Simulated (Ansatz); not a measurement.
In doubt: masses and optical values from hybrid runs of this build are listed as unsure (in some of the runs), which bears on the screening that GW takes from such a start.

Consider SnO2 (Cassiterite).

The structure is tetragonal, space group P4_2/mnm (No. 136). Conventional cell: a = 4.738 Å, b = 4.738 Å, c = 3.187 Å, α = 90.00°, β = 90.00°, γ = 90.00°. Nearest to Sn lie 6 O at 2.05 to 2.06 Å. Nearest to O lie 3 Sn at 2.05 to 2.06 Å. Farther neighbours and most contacts between anions are not listed.

```xyz
6
Lattice="4.7380 0.0000 0.0000 0.0000 4.7380 0.0000 0.0000 0.0000 3.1865" Properties=species:S:1:pos:R:3 pbc="T T T"
Sn    0.0000    0.0000    0.0000
Sn    2.3690    2.3690    1.5933
O     1.4550    1.4550    0.0000
O     0.9140    3.8240    1.5933
O     3.2830    3.2830    0.0000
O     3.8240    0.9140    1.5933
```

The cell and positions come from the Crystallography Open Database and are kept as given unless a step says otherwise.

Gaps computed with Ansatz 0.2.0 without a self-energy: HSE06 3.04 eV.

**Question.** What gap should G0W0 on HSE06 give (4×4×6 mesh, 459 empty bands, screening to 200 eV, hard PAW files)?

About 3.86 eV: on its mesh the run moves the gap from 3.05 eV by +0.81 eV. Bands and cutoff are finite, so the gap is not at the basis limit. The miss can reach some tenths of an eV and take either sign; the mesh is an error of its own. The many-body steps are scalar-relativistic: spin-orbit coupling is not in them.

[Paths, hosts, dates, memory and timing lines, banners, echoed tables and standing remarks are left out of the program output.]

[Logs are printed without paths, hosts, clocks, repeated set-up lines and the standing remarks that a program may print on its own settings, such as how far it seeks lower states.]

[Runs of the session that timed out or met a known fault of the program may be left out.]

[Cells called generated may have been cut or substituted from an entry of the Crystallography Open Database or the Materials Project.]

[Hosts, paths, dates, database ids (printed as entryN), source tags and the programs' standing remarks are cut or masked in the printed files.]
